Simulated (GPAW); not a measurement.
# CsGeCl3 (R3m): G0W0 on several meshes in GPAW

Wanted: mesh dependence and cost of G0W0 for CsGeCl3 (R3m).

Method: LDA and many-body steps on it, plane waves, in GPAW 26.7.0.

## 1. Starting point

It takes space group R3m (No. 160, trigonal). Conventional cell: a = 7.694 Å, b = 7.694 Å, c = 9.535 Å, α = 90.00°, β = 90.00°, γ = 120.00°. Nearest to Cs lie 12 Cl at 3.86 to 3.90 Å. Nearest to Ge lie 3 Cl at 2.37 Å. Cl has 2 Ge at 2.37 to 3.10 Å and 4 Cs at 3.86 to 3.90 Å nearest. Farther neighbours and most contacts between anions are not listed.

As a file:

```cif
data_structure
_symmetry_space_group_name_H-M 'R3m:H'
_symmetry_Int_Tables_number 160
_cell_length_a 7.6936
_cell_length_b 7.6936
_cell_length_c 9.5349
_cell_angle_alpha 90.000
_cell_angle_beta 90.000
_cell_angle_gamma 120.000
_cell_volume 488.78
loop_
_atom_site_label
_atom_site_type_symbol
_atom_site_symmetry_multiplicity
_atom_site_Wyckoff_symbol
_atom_site_fract_x
_atom_site_fract_y
_atom_site_fract_z
_atom_site_occupancy
Cs1 Cs 3 a 0.33333 0.66667 0.66507 1
Ge1 Ge 3 a 0.33333 0.66667 0.18220 1
Cl1 Cl 9 b 0.18269 0.36538 0.31402 1
```

The cell and positions are those that the Materials Project relaxed with its own functionals (PBE, PBE+U or r2SCAN), kept fixed. Spin-orbit coupling is left out unless a step names it.

## 2. Empty states on the mesh, 2×2×2 mesh, 558 bands

This step: GPAW 26.7.0; DFT, LDA, plane waves, PAW.

The sums over transitions need many empty states on a uniform mesh; this step solves for them.

run.py reads:

```python
import json
import numpy as np
from gpaw.mpi import world
from gpaw import GPAW

calc = GPAW('gs.gpw').fixed_density(kpts={'size': (2, 2, 2), 'gamma': True},
    parallel={'domain': 1, 'band': 1},
    txt='nscf.txt')
calc.diagonalize_full_hamiltonian(nbands=558)
calc.write('full.gpw', mode='all')
res = {}
kpts = calc.get_ibz_k_points()
res['kpts'] = kpts
res['eigenvalues'] = [calc.get_eigenvalues(kpt=k) for k in range(len(kpts))]
res['n_electrons'] = calc.get_number_of_electrons()

if world.rank == 0:
    with open('result.json', 'w') as f:
        json.dump(res, f, default=lambda x: x.tolist())
```

Started as:

```console
$ mpirun -n 4 gpaw python run.py
```

Numbers of over 12 decimals in the logs are rounded to 6 here.

Output:

```text
Diagonalizing LCAO Hamiltonian
Converting LCAO to pw mode
convergence criteria:
- Maximum integral of absolute [eigenst]ate change: 4e-08 eV^2 / valence electron
maximum number of iterations: 100

SCF iterations
|iter     |     time |      energy | eigst |  dens |
|iter:   1|  |             | +0.80 |       |
|iter:   2|  |             | -0.40 |       |
|iter:   3|  |             | -1.17 |       |
[...]
|iter:  14|  |             | -6.36 |       |
|iter:  15|  |             | -6.99 |       |
|iter:  16|  |             | -7.55c|       |
SCF steps: 16
  __  _  _
 | _ |_)|_||  |
 |__||  | ||/\| - 26.7.0

Input parameters:
  mode=PW(ecut=450.000000),
  convergence={'density': 1e-06, 'bands': -3},
  gpts=array([27, 27, 27]),
  kpts=MonkhorstPack(size=(2, 2, 2), gamma=True),
  maxiter=100,
  nbands=25,
  occupations=Occupations(name='fermi-dirac', width=0.001, fixmagmom=False),
  parallel={'domain': 1, 'band': 1},
  xc=XC(name='LDA')
Matrix size: 3533x3533
# Writing to full.gpw (mode='all')
  [... matrices ...]

timing:  # [seconds]
  Total: 40.574  # ━━━━━━━━━━━━━━━━━━━━━━━━━━━━━━━━━━━━━━━━━━━━━━━━━━━━━━━━━━
```

It took 45 s on 4 MPI ranks of Arm Neoverse V2, shared host; peak memory 3.9 GiB.

Numbers from this step:

| Quantity | Value |
| --- | --- |
| gap | 1.948 eV |
| k of the valence top | 0.5, 0.5, 0.5 |
| k of the conduction bottom | 0.5, 0.5, 0.5 |
| least direct gap | 1.948 eV |
| k points computed | 4 |
| lowest point of the top converged band, above the valence top | 121.7354 eV |

On this mesh the gap is 1.948 eV.

## 3. 2×2×2

Now the one-shot GW correction: screening in the RPA, then the self-energy of the levels asked for.

This step: G0W0 on LDA, plane waves, PAW.

run.py reads:

```python
import json
import numpy as np
from gpaw.mpi import world
from gpaw.response.g0w0 import G0W0

gw = G0W0('full.gpw',
    filename='gw',
    kpts=[0, 3],
    bands=(15, 19),
    ecut=39,
    nbands=90,
    integrate_gamma='WS',
    ppa=True)
gw.calculate()
res = {mode: {k: v for k, v in r.items() if k != 'sigma_eskwn'}
       for mode, r in gw.all_results.items()}

if world.rank == 0:
    with open('result.json', 'w') as f:
        json.dump(res, f, default=lambda x: x.tolist())
```

Started as:

```console
$ mpirun -n 4 gpaw python run.py
```

Output:

```text
Using integrator: PointIntegrator
FrequencyGridDescriptor(from 0.000+0.000j to 0.000+27.211j eV, 2 points)
Nonperiodic BCs:  [False False False]
Using integrator: PointIntegrator
FrequencyGridDescriptor(from 0.000+0.000j to 0.000+27.211j eV, 2 points)
Nonperiodic BCs:  [False False False]
  ___  _ _ _
 |   || | | |
 | | || | | |
 |__ ||_____|
 |___|

BZ k-points: Symmetries present (total): 6

  [... matrices ...]
8 k-points: 2 x 2 x 2 Monkhorst-Pack grid + [1/4,1/4,1/4]
4 k-points in the irreducible part of the Brillouin zone
       k-points in crystal coordinates                weights
   0:     0.00000000    0.00000000    0.00000000          1/8
   1:     0.50000000    0.00000000    0.00000000          3/8
   2:     0.50000000    0.50000000    0.00000000          3/8
   3:     0.50000000    0.50000000    0.50000000          1/8

Distributing spins, k-points and bands (1 x 2 x 4) over 4 processes
Number of blocks: 1

Quasi particle states:
k-points (IBZ indices): [0, 3]
Band range: (15, 19)
  [... matrices ...]
Computational parameters:
Plane wave cut-off: 39 eV
Number of bands: 90
Coulomb cutoff: None
Broadening: 0.1 eV

fxc modes: GW
Kernel: RPA
Using Godby-Needs plasmon-pole approximation:
  Fitting energy: i*E0, E0 = 1.000 Hartree
Summing all q:

Calculating screened Coulomb potential
No Coulomb truncation
FrequencyGridDescriptor(from 0.000+0.000j to 0.000+27.211j eV, 2 points)
Removing empty qpoint cache files...

Calculating chi0 body with:
    Ground state adapter containing:
    Number of spins: 1
    Number of kpoints: 8
    Number of irreducible kpoints: 4
    Number of completely occupied states: 17
    Number of partially occupied states: 17
    Occupied states memory: 5.105759 M / cpu

    Linear response parametrization:
    q_c: [0.0, 0.0, 0.0]
    Number of frequency points: 2
    Planewave cutoff: 39.0
    Number of bands: 90
    Number of planewaves: 81
    Broadening (eta): 1e-06
    comm.size: 4
    kncomm.size: 4
    blockcomm.size: 1

    Memory estimate of potentially large arrays:
        chi0_wGG: 0.200226 M / cpu
Integrating chi0 body.

Symmetries of q_c:
    Direct symmetries (Uq -> q): 6
    Indirect symmetries (TUq -> q): 6
In total 12 allowed symmetries.

  [... matrices ...]
4 groups of equivalent kpoints. 50.0% reduction.

Integral kind: response function
Integrating chi0 head and wings.

Symmetries of q_c:
    Direct symmetries (Uq -> q): 6
    Indirect symmetries (TUq -> q): 6
In total 12 allowed symmetries.

  [... matrices ...]
4 groups of equivalent kpoints. 50.0% reduction.

Integral kind: response function wings

Calculating chi0 body with:
    Ground state adapter containing:
    Number of spins: 1
    Number of kpoints: 8
    Number of irreducible kpoints: 4
    Number of completely occupied states: 17
    Number of partially occupied states: 17
    Occupied states memory: 5.105759 M / cpu

    Linear response parametrization:
[... the further q-points ...]

Results:
f:      Occupation numbers
eps:     KS-eigenvalues [eV]
vxc:     KS vxc [eV]
exx:     Exact exchange [eV]
sigma:   Self-energies [eV]
dsigma:  Self-energy derivatives
Z:       Renormalization factors
qp:      QP-energies [eV]

k-point 0 (0): (0.000, 0.000, 0.000)                GW
band       f     eps     vxc     exx   sigma  dsigma       Z      qp
                                                                   GW
  15   1.000   0.082 -16.620 -20.747   3.307  -0.270   0.788  -0.563
  16   1.000   0.276 -16.384 -20.099   3.015  -0.268   0.789  -0.276
  17   0.000   5.796  -8.582  -4.197  -3.220  -0.183   0.845   6.780
  18   0.000   6.668  -7.933  -3.595  -3.087  -0.180   0.848   7.729

k-point 1 (3): (0.500, 0.500, 0.500)                GW
band       f     eps     vxc     exx   sigma  dsigma       Z      qp
                                                                   GW
  15   1.000   0.420 -16.842 -21.033   3.359  -0.271   0.787  -0.235
  16   1.000   2.598 -16.909 -18.910   1.990  -0.245   0.803   2.590
  17   0.000   4.546 -13.256  -8.513  -2.886  -0.220   0.820   6.069
  18   0.000   4.547 -12.302  -7.641  -2.927  -0.221   0.819   5.966
```

Wall time 7.8 s (4 MPI ranks); peak memory 1.3 GiB; 31 s of CPU time.

This step gave:

- G0W0 gap on the points computed: 3.377 eV
- least direct G0W0 gap on the computed points: 3.377 eV
- Z at the valence top: 0.8033
- Z at the conduction bottom: 0.8189
- starting gap on the mesh: 1.948 eV
- k of the valence top: 0.5, 0.5, 0.5
- k of the conduction bottom: 0.5, 0.5, 0.5

The gap on the mesh goes from 1.95 eV to 3.38 eV, a correction of +1.43 eV.

## 4. Empty states on the mesh, 4×4×4 mesh, 100 bands

This step: DFT, LDA, plane waves, PAW.

run.py reads:

```python
import json
import numpy as np
from gpaw.mpi import world
from gpaw import GPAW

calc = GPAW('gs.gpw').fixed_density(kpts={'size': (4, 4, 4), 'gamma': True},
    nbands=116,
    convergence={'bands': 100},
    txt='nscf.txt')
calc.write('full.gpw', mode='all')
res = {}
kpts = calc.get_ibz_k_points()
res['kpts'] = kpts
res['eigenvalues'] = [calc.get_eigenvalues(kpt=k) for k in range(len(kpts))]
res['n_electrons'] = calc.get_number_of_electrons()

if world.rank == 0:
    with open('result.json', 'w') as f:
        json.dump(res, f, default=lambda x: x.tolist())
```

Started as:

```console
$ mpirun -n 4 gpaw python run.py
```

Output:

```text
Diagonalizing LCAO Hamiltonian
Converting LCAO to pw mode
convergence criteria:
- Maximum integral of absolute [eigenst]ate change: 4e-08 eV^2 / valence electron
maximum number of iterations: 100

SCF iterations
|iter     |     time |      energy | eigst |  dens |
|iter:   1|  |             | +3.79 |       |
|iter:   2|  |             | +2.59 |       |
|iter:   3|  |             | +1.53 |       |
[...]
|iter:  13|  |             | -6.75 |       |
|iter:  14|  |             | -7.01 |       |
|iter:  15|  |             | -7.56c|       |
SCF steps: 15
  __  _  _
 | _ |_)|_||  |
 |__||  | ||/\| - 26.7.0

Input parameters:
  mode=PW(ecut=450.000000),
  convergence={'bands': 100},
  gpts=array([27, 27, 27]),
  kpts=MonkhorstPack(size=(4, 4, 4), gamma=True),
  maxiter=100,
  nbands=116,
  occupations=Occupations(name='fermi-dirac', width=0.001, fixmagmom=False),
  parallel={},
  xc=XC(name='LDA')
# Writing to full.gpw (mode='all')
  [... matrices ...]

timing:  # [seconds]
  Total: 0.050  # ━━━━━━━━━━━━━━━━━━━━━━━━━━━━━━━━━━━━━━━━━━━━━━━━━━━━━━━━━━━
```

It took 43 s on 4 MPI ranks; peak memory 0.9 GiB; 2.9 min of CPU time.

This step gave:

* gap: 1.948 eV
* k of the valence top: 0.5, 0.5, 0.5
* k of the conduction bottom: 0.5, 0.5, 0.5
* least direct gap: 1.948 eV
* k points computed: 13
* lowest point of the top converged band, above the valence top: 31.47 eV

On this mesh the gap is 1.948 eV.

## 5. 4×4×4

This step: G0W0 on LDA, plane waves, PAW.

run.py reads:

```python
import json
import numpy as np
from gpaw.mpi import world
from gpaw.response.g0w0 import G0W0

gw = G0W0('full.gpw',
    filename='gw',
    kpts=[0, 12],
    bands=(15, 19),
    ecut=39,
    nbands=90,
    integrate_gamma='WS',
    ppa=True)
gw.calculate()
res = {mode: {k: v for k, v in r.items() if k != 'sigma_eskwn'}
       for mode, r in gw.all_results.items()}

if world.rank == 0:
    with open('result.json', 'w') as f:
        json.dump(res, f, default=lambda x: x.tolist())
```

Started as:

```console
$ mpirun -n 4 gpaw python run.py
```

Output:

```text
Using integrator: PointIntegrator
FrequencyGridDescriptor(from 0.000+0.000j to 0.000+27.211j eV, 2 points)
Nonperiodic BCs:  [False False False]
Using integrator: PointIntegrator
FrequencyGridDescriptor(from 0.000+0.000j to 0.000+27.211j eV, 2 points)
Nonperiodic BCs:  [False False False]
  ___  _ _ _
 |   || | | |
 | | || | | |
 |__ ||_____|
 |___|

BZ k-points: Symmetries present (total): 6

  [... matrices ...]
64 k-points: 4 x 4 x 4 Monkhorst-Pack grid + [1/8,1/8,1/8]
13 k-points in the irreducible part of the Brillouin zone
       k-points in crystal coordinates                weights
   0:     0.00000000    0.00000000    0.00000000          1/64
   1:     0.25000000    0.00000000   -0.25000000          6/64
   2:     0.25000000    0.00000000    0.00000000          6/64
[...]
9:     0.50000000    0.25000000    0.25000000          6/64
          ...
  12:     0.50000000    0.50000000    0.50000000          1/64

Distributing spins, k-points and bands (1 x 2 x 4) over 4 processes
Number of blocks: 1

Quasi particle states:
k-points (IBZ indices): [0, 12]
Band range: (15, 19)
  [... matrices ...]
Computational parameters:
Plane wave cut-off: 39 eV
Number of bands: 90
Coulomb cutoff: None
Broadening: 0.1 eV

fxc modes: GW
Kernel: RPA
Using Godby-Needs plasmon-pole approximation:
  Fitting energy: i*E0, E0 = 1.000 Hartree
Summing all q:

Calculating screened Coulomb potential
No Coulomb truncation
FrequencyGridDescriptor(from 0.000+0.000j to 0.000+27.211j eV, 2 points)
Removing empty qpoint cache files...

Calculating chi0 body with:
    Ground state adapter containing:
    Number of spins: 1
    Number of kpoints: 64
    Number of irreducible kpoints: 13
    Number of completely occupied states: 17
    Number of partially occupied states: 17
[...]
q_c: [0.0, 0.0, 0.0]
    Number of frequency points: 2
    Planewave cutoff: 39.0
    Number of bands: 90
    Number of planewaves: 81
    Broadening (eta): 1e-06
    comm.size: 4
    kncomm.size: 4
    blockcomm.size: 1

    Memory estimate of potentially large arrays:
        chi0_wGG: 0.200226 M / cpu
Integrating chi0 body.

Symmetries of q_c:
    Direct symmetries (Uq -> q): 6
    Indirect symmetries (TUq -> q): 6
In total 12 allowed symmetries.

  [... matrices ...]
13 groups of equivalent kpoints. 79.6875% reduction.

Integral kind: response function
Integrating chi0 head and wings.

Symmetries of q_c:
    Direct symmetries (Uq -> q): 6
    Indirect symmetries (TUq -> q): 6
In total 12 allowed symmetries.

  [... matrices ...]
13 groups of equivalent kpoints. 79.6875% reduction.

Integral kind: response function wings

Calculating chi0 body with:
    Ground state adapter containing:
    Number of spins: 1
    Number of kpoints: 64
    Number of irreducible kpoints: 13
    Number of completely occupied states: 17
    Number of partially occupied states: 17
    Occupied states memory: 5.105759 M / cpu

[... the further q-points ...]

Results:
f:      Occupation numbers
eps:     KS-eigenvalues [eV]
vxc:     KS vxc [eV]
exx:     Exact exchange [eV]
sigma:   Self-energies [eV]
dsigma:  Self-energy derivatives
Z:       Renormalization factors
qp:      QP-energies [eV]

k-point 0 (0): (0.000, 0.000, 0.000)                GW
band       f     eps     vxc     exx   sigma  dsigma       Z      qp
                                                                   GW
  15   1.000   0.082 -16.620 -20.746   3.228  -0.265   0.791  -0.628
  16   1.000   0.276 -16.384 -20.130   2.998  -0.265   0.791  -0.315
  17   0.000   5.796  -8.582  -4.215  -3.043  -0.170   0.855   6.926
[...]
k-point 1 (12): (0.500, 0.500, 0.500)                GW
band       f     eps     vxc     exx   sigma  dsigma       Z      qp
                                                                   GW
[...]
17   0.000   4.546 -13.256  -8.789  -2.646  -0.211   0.825   6.050
  18   0.000   4.547 -12.302  -7.923  -2.700  -0.213   0.824   5.931
```

The job ended after 63 s (4 MPI ranks; peak memory 1.6 GiB; 4.2 min of CPU time).

Numbers from this step:

```yaml
g0w0_gap_on_the_points_computed: 3.202 eV
least_direct_g0w0_gap_on_the_computed_points: 3.202 eV
z_at_the_valence_top: 0.8087
z_at_the_conduction_bottom: 0.8242
starting_gap_on_the_mesh: 1.948 eV
k_of_the_valence_top: 0.5, 0.5, 0.5
k_of_the_conduction_bottom: 0.5, 0.5, 0.5
```

Against G0W0 in GPAW (2×2×2 mesh, 90 bands, screening to 39 eV, Godby-Needs plasmon pole), the gap moves by −0.175 eV.

## 6. Side by side

Times are wall times on 4 MPI ranks of Arm Neoverse V2, shared host, good to a factor of about two.

```tsv
run	mesh	bands	screening cutoff (eV)	DFT gap (eV)	gap on the mesh (eV)	direct (eV)	time
2×2×2	2×2×2	90	39	1.948	3.377	3.377	7.8 s
4×4×4	4×4×4	90	39	1.948	3.202	3.202	63 s
```

## 7. Results

```yaml
2x2x2: 3.377 eV
4x4x4: 3.202 eV
known_limits: not at the basis limit; no spin-orbit coupling; coarse k mesh
```

In words: 4×4×4: −0.175 eV against 2×2×2. Bands and cutoff are finite, so the gap is not at the basis limit. The miss can reach some tenths of an eV and take either sign; the mesh is an error of its own. These stock PAW sets were not made for GW; the filled d or f shell of Ge lies in the frozen core, which bears on start and correction. In the G0W0 runs levels were corrected at 2 k points alone, so a gap called «on the mesh» is the least over those, and an edge elsewhere would be missed. The 2×2×2 mesh is coarse for this cell, which bears on the long-range parts of exchange and screening. Mesh or cutoff lie under what a gap needs, so these runs test behaviour and cost; their gaps are not to be quoted. The many-body steps are scalar-relativistic: spin-orbit coupling is not in them.

[Paths, hosts, dates, memory and timing lines, banners, echoed tables and standing remarks are left out of the program output.]

[Logs are printed without paths, hosts, clocks, repeated set-up lines and the standing remarks that a program may print on its own settings, such as how far it seeks lower states.]

[Runs of the session that timed out or met a known fault of the program may be left out.]

[Hosts, paths, dates, database ids (printed as entryN), source tags and the programs' standing remarks are cut or masked in the printed files.]
